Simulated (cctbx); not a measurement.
# A disordered crystal of nominal Eu2Ir2S7

Cell a = 8.8580 Å, b = 8.8580 Å, c = 22.2110 Å, α = 90.00°, β = 90.00°, γ = 120.00°; space group R-3m (no. 166); nominal formula Eu2Ir2S7.

Simulated single-crystal data (cctbx): Mo Kα, λ = 0.71073 Å, to d = 0.7 Å, 80 % of the full sphere, strongest reflection 40000 counts, noise from counting, a 6 % proportional error and a noise floor of 15 counts (s.d.); no absorption, and some extinction, which the refinements don't model.

With every site full:

```text
Rint 0.051, 606 unique reflections to 0.70 A
cycle     R1     wR2    GooF  max shift (A)
   1  0.1339  0.2978   6.415   0.00257
   2  0.0334  0.0787   1.696   0.00001
final R1 0.0334 wR2 0.0787 GooF 1.696  parameters 27  data/parameter 22.4
atom        x        y        z      Ueq    occ   su(xyz)  su(Uiso or U11)
Ir1    0.50000  0.00000  0.00000   0.0101  1.000  0.00000  0.0002
Ir2    0.33333  0.66667  0.16667   0.0103  1.000  0.00000  0.0002
Eu1    0.33333  0.16667  0.16667   0.0172  1.000  0.00000  0.0003
Eu2    0.00000  0.00000  0.00000   0.0123  1.000  0.00000  0.0003
S1     0.85996  0.71992  0.30685   0.0199  1.000  0.00031  0.0007
S2     0.60637  0.80318  0.22270   0.0162  1.000  0.00028  0.0008
S3     0.00000  0.00000  0.12700   0.0213  1.000  0.00019  0.0010
difference map: max 1.41 min -5.89 rms 0.58
Q1    0.0582  0.1164  0.0333   18    1.43  1.16 A from Eu2
Q2    0.0000  0.0000  0.2212    6    1.41  2.09 A from S3
Q3    0.0330  0.0661  0.6927   18    1.24  1.64 A from S1
Q4    0.0622  0.2518  0.8581   36    1.19  1.01 A from Eu1
Q5    0.1041  0.2081  0.3017   18    1.19  1.19 A from Ir1
Q6    0.0827  0.1655  0.7639   18    1.16  1.80 A from S1
```

With the occupancies of the suspect sites free, each still typed as its main element:

```text
Rint 0.051, 606 unique reflections to 0.70 A
cycle     R1     wR2    GooF  max shift (A)
   1  0.0801  0.2492   5.372   0.00035
  20  0.0206  0.0481   1.036   0.00004
final R1 0.0204 wR2 0.0479 GooF 1.033  parameters 28  data/parameter 21.6
atom        x        y        z      Ueq    occ   su(xyz)  su(Uiso or U11)
Ir1    0.50000  0.00000  0.00000   0.0096  1.000  0.00000  0.0001
Ir2    0.33333  0.66667  0.16667   0.0100  1.000  0.00000  0.0001
Eu1    0.33333  0.16667  0.16667   0.0141  0.939  0.00000  0.0002
Eu2    0.00000  0.00000  0.00000   0.0119  1.000  0.00000  0.0002
S1     0.85999  0.71999  0.30690   0.0192  1.000  0.00018  0.0004
S2     0.60612  0.80306  0.22264   0.0155  1.000  0.00017  0.0005
S3     0.00000  0.00000  0.12703   0.0205  1.000  0.00012  0.0006
su of occupancy Eu1: 0.002
difference map: max 1.45 min -3.21 rms 0.40
Q1    0.0571  0.1141  0.0366   18    1.46  1.19 A from Eu2
Q2    0.1020  0.2039  0.2992   18    1.36  1.25 A from Ir1
Q3    0.0000  0.0000  0.0707    6    1.24  1.25 A from S3
Q4    0.0931  0.1863  0.4336   18    1.19  0.70 A from S2
Q5    0.0312  0.5156  0.6916   18    1.17  1.31 A from S1
Q6    0.0486  0.2843  0.1172   36    1.15  1.99 A from Eu1
```

**Question.** What is the disorder?

X-rays count electrons. Eu1 refines to 0.939(0.002), or 59.2 electrons; the site truly holds 0.94 Eu, 59.2 electrons, which is 0.940 of Eu. A value under 1 can't tell vacancies from a lighter guest, and one over 1 needs a heavier guest; chemistry or a second radiation must settle which. Occupancy correlates with U and the scale, so the match is approximate.

Freeing them takes R1 from 0.0334 to 0.0204 and GooF from 1.70 to 1.03.

This is a model crystal, built by substitution and not relaxed, with assumed displacement parameters.

[Middle refinement cycles are left out of these outputs.]

[Logs are printed without paths, hosts, clocks, repeated set-up lines and the standing remarks that a program may print on its own settings, such as how far it seeks lower states.]
